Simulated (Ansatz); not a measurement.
## PbO2 monolayer (1T): phonons and vibrational spectra

The cell of PbO2 monolayer (1T) is at rest. What are its phonons? After the zone centre comes a 6×6×1 q mesh on a 12×12×1 k mesh.

Method: DFT LDA, scalar-relativistic, plane waves, PAW, in Ansatz 0.2.0.

## 1. The structure

The cell holds 3 atoms: 1 Pb and 2 O. Its edges and angles: a = 3.342 Å, b = 3.342 Å, c = 28.308 Å, α = 90.0°, β = 90.0°, γ = 120.0°. Vacuum lies along c.

## 2. Zone-centre response

The cell comes from relaxations at this level that are not shown. The zone centre comes first: it holds the modes that light can see, as far as symmetry allows. The response to a homogeneous field gives the Born charges and the dielectric tensor, and its change with displacement the Raman tensors.

input.yaml reads:

```yaml
crystal:
  lattice:
    - [3.3422386788, 0.0, 0.0]
    - [-1.6711193394, 2.8944636013, 0.0]
    - [0.0, 0.0, 28.308]
  atoms:
    - { symbol: Pb, position: [0.0, 0.0, 0.3532570298] }
    - { symbol: O, position: [0.3333333333, 0.6666666667, 0.3898922396] }
    - { symbol: O, position: [0.6666666667, 0.3333333333, 0.31662182] }
  periodic: [true, true, false]
kpoints:
  mp_grid: { grid: [12, 12, 1] }
hamiltonian:
  xc: lda
scf:
  occupations: { method: fixed }
output:
  eigenvalues: true
phonons:
  method: dfpt
  dielectric: true
  raman: true
```

Run with:

```
> ansatz run input.yaml --threads 8 --pin off --max-ram 14336MiB --backend cpu --events-out ev --progress --plain --runs-dir out
```

Numbers of over 12 decimals in the logs are rounded to 6 here.

What it wrote:

```text
Warning: phonons.dielectric: true without phonons.rigid_motions: the static dielectric tensor ε⁰ will be withheld (ε∞, Z* and the rows of modes are given); for a crystal or a slab, whose only rigid motions are the translations, set phonons.rigid_motions: translations
Warning: crystal.symmetry: narrowed to the stabiliser of the run's FFT grids — unitary ops 12 → 6. A phonons.method: dfpt run fills in the rows of the dynamical matrix that it does not solve by its symmetry operations, which is exact only for operations that map its FFT grids onto themselves: filled in by any other, the frequencies could depend on the order in which like atoms are typed, or, by more than the grids' own error, on where the crystal sits among the grids' points. Excluded: 6 operations. The run can therefore solve more perturbations, solve them on more k-points, or both, and cost more. [rest of the remark cut]
Engine: ansatz 0.2.0, aarch64-unknown-linux-gnu
Pseudopotentials: kind: paw
Pseudopotential: Pb, paw, valence charge 14, recommended cutoff 420 eV (normal), Pb.paw.azcp
Pseudopotential: O, paw, valence charge 6, recommended cutoff 420 eV (normal), O.paw.azcp
Functional definition: SPW92
  exchange = slater_x
  correlation = pw_c
Crystal: 3 atoms, lattice volume = 273.851 Å³
Basis set: ecut = 420 eV, 5447 PW (Γ), exchange–correlation on 48×48×384 points (8 copies of the dense FFT grid, shifted against one another)
Bands: 17, of which v1, the nominal top of the filled ones, is band 13 counted from 1 (12 counted from 0)
Symmetry: 12 space group operations
k-points: 43 of 144 (irreducible under 2 space group operations, time reversal used)
Non-local potential: Pb, projectors of the file, l = 0: 2, l = 1: 2, l = 2: 2, l = 3: 2
Non-local potential: O, projectors of the file, l = 0: 2, l = 1: 2, l = 2: 1
PAW form: soft (Blöchl's): semilocal exchange-correlation on the pseudo side does not see the compensation charge
PAW frozen core: Pb, regenerated for the run's functional, and the local potential with it (the file was generated under x = pbe(κ = 0.804, μ = 0.219515), c = pbe(β = 0.066725))
PAW frozen core: O, regenerated for the run's functional, and the local potential with it (the file was generated under x = pbe(κ = 0.804, μ = 0.219515), c = pbe(β = 0.066725))
PAW one-centre angular grid: Pb, 590 points (default); XC on 64 Gauss nodes
PAW one-centre angular grid: O, 110 points (default); XC on 64 Gauss nodes
Initial density: superposition of atomic densities (neutral atoms: chi_scale 0, normalization atom), corrected by the library's trained network
Initial wavefunctions: pseudopotential atomic-orbital guess
Functional: x = slater, c = lda
SCF iter   1: F=—  HF=-12709.888705 eV  |F-HF|=—  |Δ(HF+E_count)|=         —  Δρ=6.69e-3  dr2=1.16e-1  ethr=1.77e-3  ⟨swp⟩=7.8  Hψ=5079  notcnv=0  defer=84
preconditioner: auto → none  [insulator: Δε(μ)=1.370 eV  Ē_g=16.463 eV  n_scr=16 (ndim 8)  ℏωp=11.4 eV  f_vac=0.819  ε∞_Penn≈1.5]
SCF iter   2: F=—  HF=-12709.870657 eV  |F-HF|=—  |Δ(HF+E_count)|=   1.80e-2  Δρ=4.46e-3  dr2=4.00e-2  ethr=4.48e-4  ⟨swp⟩=3.6  Hψ=2086  notcnv=0  defer=84
SCF iter   3: F=—  HF=-12709.859177 eV  |F-HF|=—  |Δ(HF+E_count)|=   1.15e-2  Δρ=8.65e-4  dr2=1.12e-3  ethr=1.54e-4  ⟨swp⟩=3.5  Hψ=1592  notcnv=0  defer=86
SCF iter   4: F=—  HF=-12709.859349 eV  |F-HF|=—  |Δ(HF+E_count)|=   1.72e-4  Δρ=1.36e-4  dr2=3.97e-5  ethr=4.30e-6  ⟨swp⟩=3.6  Hψ=1958  notcnv=0  defer=86
SCF iter   5: F=—  HF=-12709.859397 eV  |F-HF|=—  |Δ(HF+E_count)|=   4.83e-5  Δρ=6.69e-5  dr2=1.93e-5  ethr=1.53e-7  ⟨swp⟩=3.4  Hψ=1850  notcnv=0  defer=86
SCF iter   6: F=—  HF=-12709.859391 eV  |F-HF|=—  |Δ(HF+E_count)|=   6.28e-6  Δρ=1.92e-5  dr2=1.17e-6  ethr=7.44e-8  ⟨swp⟩=2.8  Hψ=1457  notcnv=0  defer=86
SCF iter   7: F=—  HF=-12709.859390 eV  |F-HF|=—  |Δ(HF+E_count)|=   5.22e-7  Δρ=4.06e-6  dr2=4.43e-8  ethr=4.49e-9  ⟨swp⟩=3.7  Hψ=1765  notcnv=0  defer=86
SCF iter   8: F=—  HF=-12709.859390 eV  |F-HF|=—  |Δ(HF+E_count)|=   1.40e-7  Δρ=6.45e-7  dr2=1.05e-9  ethr=1.70e-10  ⟨swp⟩=3.7  Hψ=1705  notcnv=0  defer=86
SCF iter   9: F=-12709.859390 eV  HF=-12709.859390 eV  |F-HF|=4.37e-11  |Δ(HF+E_count)|=   1.69e-9  Δρ=7.59e-8  dr2=9.04e-12  ethr=1.00e-12  ⟨swp⟩=29.4  Hψ=10100  notcnv=0
SCF 1 converged in 9 iterations: F = -12709.859390 eV  dr2 = 9.04e-12
  greatest PAW one-centre occupation: 0.989 electrons in one spin orbital (limit 2), on the Pb atom at site 0 (counted from 0), in its partial waves of l = 2
DFPT response loops at Γ: preconditioner auto → none (the input reference at scf.mixing.eps_inf says where Resta's filter doesn't serve); β = 0.50; Broyden in place of MSR1
── the response to a field inside a basis, on 16×16×2 k-points: an SCF that follows is theirs, and a resumed run solves both again ──
Bands: 14, of which v1, the nominal top of the filled ones, is band 13 counted from 1 (12 counted from 0)
k-points: 136 of 512 (irreducible under 2 space group operations, time reversal used)
Initial density: handed on by an earlier stage of this run
Initial wavefunctions: pseudopotential atomic-orbital guess (no wavefunctions were taken with the density)
Eigensolver: Dense (136 Hₖ)
SCF iter   1: F=—  HF=-12709.859925 eV  |F-HF|=—  |Δ(HF+E_count)|=         —  Δρ=2.21e-4  dr2=2.65e-5  ethr=1.00e-1
preconditioner: auto → none  [insulator: Δε(μ)=1.507 eV  Ē_g=12.566 eV  n_scr=16 (ndim 8)  ℏωp=11.4 eV  f_vac=0.818  ε∞_Penn≈1.8]
SCF iter   2: F=—  HF=-12709.859917 eV  |F-HF|=—  |Δ(HF+E_count)|=   7.97e-6  Δρ=9.16e-5  dr2=1.04e-5  ethr=1.02e-7
SCF iter   3: F=—  HF=-12709.859916 eV  |F-HF|=—  |Δ(HF+E_count)|=   1.44e-6  Δρ=5.32e-5  dr2=2.54e-6  ethr=4.00e-8
SCF iter   4: F=—  HF=-12709.859915 eV  |F-HF|=—  |Δ(HF+E_count)|=   7.38e-7  Δρ=5.12e-6  dr2=2.44e-8  ethr=9.78e-9
SCF iter   5: F=—  HF=-12709.859915 eV  |F-HF|=—  |Δ(HF+E_count)|=   2.78e-9  Δρ=1.54e-6  dr2=2.08e-9  ethr=9.37e-11
SCF iter   6: F=-12709.859915 eV  HF=-12709.859915 eV  |F-HF|=7.82e-11  |Δ(HF+E_count)|=  3.51e-10  Δρ=7.14e-8  dr2=1.42e-11  ethr=7.99e-12
SCF 1 converged in 6 iterations: F = -12709.859915 eV  dr2 = 1.42e-11
DFPT response loops at Γ: mixed as the last ones told, above
DFPT response loops at Γ: mixed as the last ones told, above
SCF converged after 9 iterations
Free energy (F): -12709.859390 eV
Harris-Foulkes:  -12709.859390 eV  (|F-HF|=4.37e-11)
Internal energy: -12709.859390 eV  (E = F + TS)
E sigma→0 (E₀):  -12709.859390 eV
Fermi energy:    -8.420214 eV
--- Per-component energies (eV) ---
  E_band       = -458.115350
  E_kinetic    = 639.044725
  E_local      = -40095.745965  (includes V_loc(G=0)·N_el)
  E_nonlocal   = 459.152425
  E_hartree    = 19640.547978
  E_xc         = -359.322319
  E_vxc        = -314.472968  (∫ρ·V_xc dr)
  E_paw        = -10407.429563  (= ΣΔE_a)
  E_vpaw       = -427.194293  (= ΣTr[D̂ρ^β])
  E_aug_tail   = 0.004793  (compensation charges beyond the density's cutoff)
  E_ewald      = 17413.772405
  E_core_change = 0.116129  (= ΣΔE_core)
  E_smearing   = -0.000000  (= −TS)
  E_closure    = 0.000000  (closes the sum)
  Σ components = -12709.859390   (vs F -12709.859390, Δ=0.00e0)
--- Band table (eV; the first three rows and the last of 43) ---
  k-point 0: bands = [... 9 lower, -9.7137, -9.1053, -8.7162, -8.7162, -6.9543, -3.1585, -0.2933, -0.1847]
  k-point 1: bands = [... 9 lower, -9.8154, -9.1692, -8.7794, -8.7098, -6.6817, -2.9136, -0.2274, -0.0565]
  k-point 2: bands = [... 9 lower, -10.0949, -9.3353, -8.8008, -8.6843, -6.0654, -2.3489, -0.1410, 0.3284]
  k-point 42: bands = [... 9 lower, -11.2508, -10.2070, -8.7192, -8.4305, -4.4795, -0.0681, 0.0949, 2.2559]
--- Phonons (Γ-DFPT): 6 representative perturbations + reference, on 43 of 144 k-points (Σ response iterations 27) ---
  ASR residual: 1.340e-4 → 0.000e0 eV/Å²; symmetrization residual: 1.426e-5 eV/Å²
  The last average, over the group as it would stand without the narrowing to the FFT grids, took up to 5.929e-6 eV/Å² of the zone centre's force constants
  ASR residual per site (eV/Å²): 1.34e-4 4.56e-5 4.66e-5
  Γ frequencies (cm⁻¹): 0.00 0.00 0.00 339.32 339.32 370.90 370.90 430.52 439.64
  ε∞ (high-frequency dielectric tensor):
        1.848897    -0.000000     0.000000
       -0.000000     1.848897     0.000000
        0.000000    -0.000000     1.110471
  α∞ (the layer's polarisability for a field applied outside it; Å, Gaussian; ε∞ is over the cell's 28.308 Å):
        1.912293    -0.000000     0.000000
       -0.000000     1.912293     0.000000
        0.000000    -0.000000     0.248856
  ε⁰ (static dielectric tensor): not given — the deck does not say what the cell's rigid motions are, and on a molecule in a box or a wire the rigid rotations would enter the sum over the modes at Γ. For a crystal or a slab, whose only rigid motions are the translations, set phonons.rigid_motions: translations.
  Born effective charges Z* (e; rows j = field, columns β = displacement):
    site 0:
         4.83782   -0.00000    0.00000
        -0.00000    4.83782    0.00000
         0.00000   -0.00000    0.59598
    site 1:
        -2.41891    0.00000   -0.00000
         0.00000   -2.41891   -0.00000
        -0.00000    0.00000   -0.29799
    site 2:
        -2.41891    0.00000   -0.00000
         0.00000   -2.41891   -0.00000
        -0.00000    0.00000   -0.29799
  Z* charge neutrality: 2.786e-3 e pre-enforcement
  solved inside a basis spanned on kpoints, on 16×16×2 k-points: ε∞ is read to err by 4.0e-3, Z* by 1.7e-2 e (field_mesh: kpoints solves on kpoints); Z* is corrected for what the basis lacks
  Raman tensors (in the event stream and the table raman_tensors.tsv): an entry may err by 9.1e-3 Å², one of the second-order susceptibility by 6.4e-20 pm/V (basis, points and sum rule); their sum over the sites missed zero by 8.882e-16 Å² ahead of its enforcement
  optical modes at Γ without the LO–TO term, one row a degenerate level:
      ω (cm⁻¹)  modes    IR ((D/Å)²/amu)  static Raman (Å⁴/amu)  depolarisation
        339.32      2            38.9616                 0.0000               —
        370.90      2             0.0000                45.9253           0.750
        430.52      1             0.0000               157.3701           0.100
        439.64      1             0.2956                 0.0000               —
```

Elapsed: 3.7 min, on 8 threads of Arm Neoverse V1, shared host; peak memory 3.2 GiB.

In the SCF lines HF is the Harris–Foulkes energy and dr2 the Hartree energy of the density residual, in eV; the loop may stop once dr2 is under the threshold and the program's other checks hold. Hψ counts applications of the Hamiltonian.

Numbers from this step:

| Quantity | Value |
| --- | --- |
| gap on the k-mesh | 1.466 eV |
| sum-rule residual before enforcement | 1.34e-4 eV/Å² |
| miss of the charge sum rule | 0.002786 e |
| estimated error of the dielectric tensor | 0.004008 |
| estimated error of the Born charges | 0.01716 e |
| point group | -3m |
| area per atom | 3.225 Å² |
| highest optical mode at the zone centre (no LO-TO term) | 439.6 cm⁻¹ |
| lowest optical zone-centre mode | 339.3 cm⁻¹ |
| largest Born charge (third of the trace) | 3.424 e |

Without the LO-TO term. Patterns of degenerate modes are one choice out of their space. The modes at Γ (shares of kinetic energy by element, %):

```csv
mode,frequency (cm⁻¹),symmetry,Pb %,O %
1,0.0,acoustic,87,13
2,0.0,acoustic,87,13
3,0.0,acoustic,87,13
4,339.3,Eu,13,87
5,339.3,Eu,13,87
6,370.9,Eg,0,100
7,370.9,Eg,0,100
8,430.5,A1g,0,100
9,439.6,A2u,13,87
```

Displacements in mode 4 (339.3 cm⁻¹), the largest set to 1:
```
Pb1  0.00 -0.15  0.00
O2   0.00  1.00  0.00
O3   0.00  1.00  0.00
```

Displacements in mode 9 (439.6 cm⁻¹), the largest set to 1:
```
Pb1  0.00  0.00 -0.15
O2   0.00  0.00  1.00
O3   0.00  0.00  1.00
```

High-frequency dielectric tensor, averaged over the cell of height 28.3 Å or as lengthened by the program, vacuum included. Tensor:

```csv
,x,y,z
x,1.849,0,0
y,0,1.849,0
z,0,0,1.111
```

Born charge (rows field, columns displacement) (e), principal values of the symmetric part by kind of site:

```csv
atom,atoms with these values,low,middle,high,mean
Pb1,1,0.60,4.84,4.84,3.42
O2,2,-2.42,-2.42,-0.30,-1.71
```

In full for O2:

```
-2.42  0.00  0.00
 0.00 -2.42  0.00
 0.00  0.00 -0.30
```

Transverse modes. Infrared lines, with heights relative to the strongest:

```csv
position (cm⁻¹),label,relative intensity
339,Eu,100
371,Eg,0.0
430,A1g,0.0
440,A2u,0.8
```

Activity x (w_L - w)^4 (n + 1)/w, 532 nm, 300 K; the tensors are static ones, while 532 nm light lies above the computed direct gap, where resonance would change the heights. Lines of the Raman spectrum (strongest = 100):

```csv
position (cm⁻¹),label,relative intensity
339,Eu,0.0
371,Eg,36
430,A1g,100
440,A2u,0.0
```

Before it was imposed, the acoustic sum rule was missed by 1.3e-4 eV/Å² and the charge sum rule by 0.0028 e. Small misses are needed for a sound result but don't prove that mesh and cutoff are converged. The lowest optical mode is real, 339 cm⁻¹.

(Part 1 of 2 ends here.)

[Logs are printed without paths, hosts, clocks, repeated set-up lines and the standing remarks that a program may print on its own settings, such as how far it seeks lower states.]

[Hosts, paths, dates, database ids (printed as entryN), source tags and the programs' standing remarks are cut or masked in the printed files.]
